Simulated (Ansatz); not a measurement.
# NaCuS2, from a guessed structure to a relaxed one, part 2 of 2

This structure for NaCuS2 is made up. Its elements were placed in a known structure type with a cell scaled to their sizes. What cell does the guess relax to, and how far off was it?

Ansatz 0.2.0; DFT, PBEsol, plane-wave PAW, files of the set soft_1, scalar-relativistic, ferromagnetic start, cell and ions relaxed at zero pressure; PAW set soft_1 (the session's first sound run).

So far: Starting point; Relaxation of the guess. The relaxed cell has a = 3.480, c = 19.652 Å (conventional setting).

## 3. Electronic structure of the relaxed cell

With the geometry fixed, one more self-consistent run, with a narrower smearing and the mesh shown in its input, gives the bands, and its pressure, and its forces where symmetry allows any, show how far the geometry depends on these settings.

This step: DFT, PBEsol, plane-wave PAW, files of the set soft_1, scalar-relativistic, no spin, bands and density of states at the relaxed cell; PAW set soft_1 (Ansatz 0.2.0).

The input, input.yaml:

```yaml
crystal:
  lattice:
    - [1.7400845568, 1.0046382871, 6.5507478503]
    - [-1.7400845568, 1.0046382871, 6.5507478503]
    - [0.0, -2.0092765748, 6.5507478503]
  atoms:
    - { symbol: Cu, position: [0.0, 0.0, 0.0] }
    - { symbol: S, position: [0.2691191644, 0.2691191644, 0.2691191644] }
    - { symbol: S, position: [0.7308808356, 0.7308808356, 0.7308808356] }
    - { symbol: Na, position: [0.5, 0.5, 0.5] }
kpoints:
  mp_grid: { grid: [10, 10, 10] }
  band_path:
    path:
      - [[0.0, 0.0, 0.0], [0.5, 0.0, 0.0], [0.5, 0.18234668, -0.18234668]]
      - [[0.81765332, 0.5, 0.18234668], [0.5, 0.5, 0.5], [0.0, 0.0, 0.0], [0.34117334, 0.0, -0.34117334]]
      - [[0.65882666, 0.34117334, 0.0], [0.5, 0.5, 0.0], [0.65882666, 0.65882666, 0.18234668], [0.5, 0.5, 0.5]]
      - [[0.5, 0.0, 0.0], [0.81765332, 0.34117334, 0.34117334]]
    npoints: 8
scf:
  occupations: { method: fermi_dirac, width: 0.03 }
  n_extra_bands: 8
hamiltonian:
  xc: pbesol
  pseudopotentials: { kind: paw, azcp: { folder: soft_1 }, xc_functional: pbe }
output:
  forces: true
  stress: true
  write_bands: true
  dos: { projected: true }
  write_density: true
  write_potential: true
  elf: true
  volumetric_format: npy
```

Started as:

```
ansatz run input.yaml --threads 4 --pin off --max-ram 10240MiB --backend cpu --events-out ev --progress --plain --runs-dir out
```

Numbers of over 12 decimals in the logs are rounded to 6 here.

The program printed:

```text
[...]
Crystal: 4 atoms, lattice volume = 68.710 Å³
Basis set: ecut = 420 eV, 1317 PW (Γ), FFT grids on a1−a2, a2, −a2+a3, exchange–correlation on 48×96×48 points (8 copies of the dense FFT grid, shifted against one another)
Bands: 28, of which v1, the nominal top of the filled ones, is band 20 counted from 1 (19 counted from 0)
Symmetry: 12 space group operations
[...]
k-points: 116 of 1000
[...]
SCF iter   1: F=—  HF=-9838.476143 eV  |F-HF|=—  |Δ(HF+E_count)|=         —  Δρ=1.72e-1  dr2=2.13e1  ethr=3.10e-3  ⟨swp⟩=6.5  Hψ=15786  notcnv=0
[...]
SCF iter  11: F=-9835.957621 eV  HF=-9835.957621 eV  |F-HF|=2.00e-8  |Δ(HF+E_count)|=   1.61e-8  Δρ=4.25e-6  dr2=1.88e-8  ethr=2.50e-10  ⟨swp⟩=17.0  Hψ=27474  notcnv=0
SCF 1 converged in 11 iterations: F = -9835.957621 eV  dr2 = 1.88e-8
[...]
NSCF: frozen V_eff on 76 k-points
SCF converged after 11 iterations
Free energy (F): -9835.957621 eV
[...]
Internal energy: -9835.948204 eV  (E = F + TS)
E sigma→0 (E₀):  -9835.952913 eV
Entropy (-TS):   -0.009417 eV (-2.354 meV/atom)
Fermi energy:    7.356584 eV
[...]
--- Forces (eV/Å), atoms counted from 1 ---
  atom   1  Cu     0.00000000     0.00000000     0.00000000
  atom   2  S      0.00000000    -0.00000000     0.00709818
  atom   3  S      0.00000000     0.00000000    -0.00709818
  atom   4  Na     0.00000000     0.00000000     0.00000000
  max |Σ_I F_I| component: 2.60e-18 eV/Å
--- Stress (GPa, compression-positive) ---
       -0.157692       0.000000       0.000000
        0.000000      -0.157692      -0.000000
        0.000000      -0.000000       0.082803
  P = ⅓ Tr σ = -0.0775 GPa (-0.775 kbar)
--- Band table (eV; the first three rows and the last of 116) ---
  k-point 0: bands = [... 16 lower, 6.4241, 6.9862, 6.9862, 8.0662, 8.0662, 10.7260, 12.5183, 14.5015, ... 4 higher]
  k-point 1: bands = [... 16 lower, 6.3904, 6.5117, 6.8269, 7.5872, 8.0197, 11.1230, 13.0619, 14.1954, ... 4 higher]
  k-point 2: bands = [... 16 lower, 5.5215, 6.4065, 6.4156, 6.8798, 7.9347, 11.8493, 12.8733, 14.4093, ... 4 higher]
  k-point 115: bands = [... 16 lower, 5.0716, 6.9346, 6.9346, 8.1170, 8.1170, 12.3947, 12.8352, 13.2222, ... 4 higher]
```

Wall time 4.5 s (4 threads of Arm Neoverse V2, shared host); peak memory 0.43 GiB; 17 s of CPU time.

The column dr2 measures how far the density is from self-consistency, as an energy; F and HF (Harris–Foulkes) agree once it is small.

Numbers from this step:

```yaml
free_energy: -9835.9576 eV
energy_at_zero_smearing: -9835.9529 eV
smearing_term_ts: 0.009417 eV
fermi_energy: 7.357 eV
pressure: -0.07753 GPa
```

From bands.tsv, the bands that come nearest the Fermi level along the path, at its corners, in eV from the Fermi level:

| point | band 17 | band 18 | band 19 | band 20 | band 21 | band 22 | band 23 | band 24 |
| --- | --- | --- | --- | --- | --- | --- | --- | --- |
| Γ | -0.93 | -0.37 | -0.37 | 0.71 | 0.71 | 3.37 | 5.16 | 7.14 |
| L | -2.62 | -2.58 | -2.27 | -0.29 | 0.45 | 4.09 | 5.73 | 6.08 |
| B1 | -2.91 | -2.33 | -2.25 | -0.35 | -0.32 | 4.46 | 5.58 | 7.17 |
| B | -2.91 | -2.33 | -2.25 | -0.35 | -0.32 | 4.46 | 5.58 | 7.17 |
| Z | -2.29 | -0.42 | -0.42 | 0.76 | 0.76 | 5.04 | 5.48 | 5.87 |
| Γ | -0.93 | -0.37 | -0.37 | 0.71 | 0.71 | 3.37 | 5.16 | 7.14 |
| X | -2.91 | -2.30 | -2.29 | -0.37 | -0.31 | 4.44 | 6.10 | 6.43 |
| Q | -2.91 | -2.30 | -2.29 | -0.37 | -0.31 | 4.44 | 6.10 | 6.43 |
| F | -2.65 | -2.32 | -2.29 | 0.21 | 0.51 | 3.26 | 4.47 | 5.38 |
| P1 | -2.68 | -2.31 | -2.27 | 0.02 | 0.50 | 3.44 | 4.78 | 5.52 |
| Z | -2.29 | -0.42 | -0.42 | 0.76 | 0.76 | 5.04 | 5.48 | 5.87 |
| L | -2.62 | -2.58 | -2.27 | -0.29 | 0.45 | 4.09 | 5.73 | 6.08 |
| P | -2.68 | -2.31 | -2.27 | 0.02 | 0.50 | 3.44 | 4.78 | 5.52 |

Electrostatic potential energy in the ac plane of the cell as run, not the conventional one, at fractional y = 0.000, with atoms of Cu within 0.2 Å of it. With pseudopotentials it is smooth inside the atoms' cores, unlike the true potential.

Ten even steps from '0' (-50 eV) to '9' (11 eV), each cell a mean:
```
0027999999999999961
1004899999999999996
6202699999999999999
9743589989999999999
9987689988899999999
9999889987789999999
9999999998768999999
9999899999866899999
9999888999987789999
9999877899998789999
9999987689999888999
9999998668999999999
9999999877899999999
9999999987899888999
9999999998889865689
9999999999999973247
7999999999999984002
1699999999999997200
0179999999999999610
```
Columns run along a (6.9 Å; values clipped at the 3rd and 97th percentile), rows up along c (6.9 Å). Atoms in or near the plane, at fractional coordinates: Cu at (0.00, 0.00).

Valence density in the ac plane of the cell as run, not the conventional one, at fractional y = 0.000, with atoms of Cu within 0.2 Å of it. It is the smooth field of the valence electrons, not physical close to the nuclei.

Values in e/Å³, 10 rows by 16 columns, each cell a mean:
```
32 25  4  0  0  0  0  0  0  0  0  0  0  0  0  5
 1  4  5  2  0  0  0  0  0  0  0  0  0  0  0  0
 0  0  0  1  0  0  0  1  1  0  0  0  0  0  0  0
 0  0  0  0  0  0  0  0  1  1  1  0  0  0  0  0
 0  0  0  0  1  0  0  0  0  0  1  1  0  0  0  0
 0  0  0  0  0  1  1  0  0  0  0  0  0  0  0  0
 0  0  0  0  0  0  1  1  1  0  0  0  0  0  0  0
 0  0  0  0  0  0  0  0  1  0  0  0  1  1  1  0
 1  0  0  0  0  0  0  0  0  0  0  0  1  4 10  5
27  3  0  0  0  0  0  0  0  0  0  0  0  1 11 41
```
Columns run along a (6.9 Å), rows up along c (6.9 Å). Atoms in or near the plane, at fractional coordinates: Cu at (0.00, 0.00).

ELF in the ac plane of the cell as run, not the conventional one, at fractional y = 0.000, with atoms of Cu within 0.2 Å of it. It is the smooth field of the valence electrons, not physical close to the nuclei.

Ten even steps from '0' (0.03) to '9' (0.84), each cell a mean:
```
6511234431001111112
2421145664100000011
1111136787520000001
1111125899862000001
2321113799986200001
3453211489999620001
3577531258999962001
2578874226899986200
1478998522689998510
0158999852268999741
0026899985225899863
1002699998522478764
2000269999841135654
2000036999973112343
1000002689985211112
1100000268887311111
1100000025777521121
2111000001455431145
6211122100123321126
```
Columns run along a (6.9 Å), rows up along c (6.9 Å). Atoms in or near the plane, at fractional coordinates: Cu at (0.00, 0.00).

## 4. What came out

```
space group, relaxed : R-3m
conventional cell    : a = 3.480, b = 3.480, c = 19.652 Å; α = 90.0°, β = 90.0°, γ = 120.0°
volume per atom      : 17.18 Å³ (guess 17.81)
total moment         : 0.00 μB in the cell of 4 atoms
```

What this shows: NaCuS2 relaxes to R-3m with a = 3.480, b = 3.480 and c = 19.652 Å. The guessed volume was 4 % too large. The space group R-3m was held in the relaxation, so the end point is a stationary structure within it and may be a saddle against distortions or other arrangements. The moments died out from this one start and weren't seeded again at the relaxed cell. Bands cross the Fermi level, so it is a metal or semimetal at this level. On the 10×10×10 mesh with the narrower smearing (relaxed on 9×9×9) the largest force component is 0.007 eV/Å and the largest stress component is 0.158 GPa, against the relaxation's thresholds of 0.015 eV/Å and 0.05 GPa. The cutoff wasn't tested. No dispersion term is used, so weakly bound directions may come out too long. Nothing here tests whether the compound is stable against decomposition.

[Logs are printed without paths, hosts, clocks, repeated set-up lines and the standing remarks that a program may print on its own settings, such as how far it seeks lower states.]

[Hosts, paths, dates, database ids (printed as entryN), source tags and the programs' standing remarks are cut or masked in the printed files.]
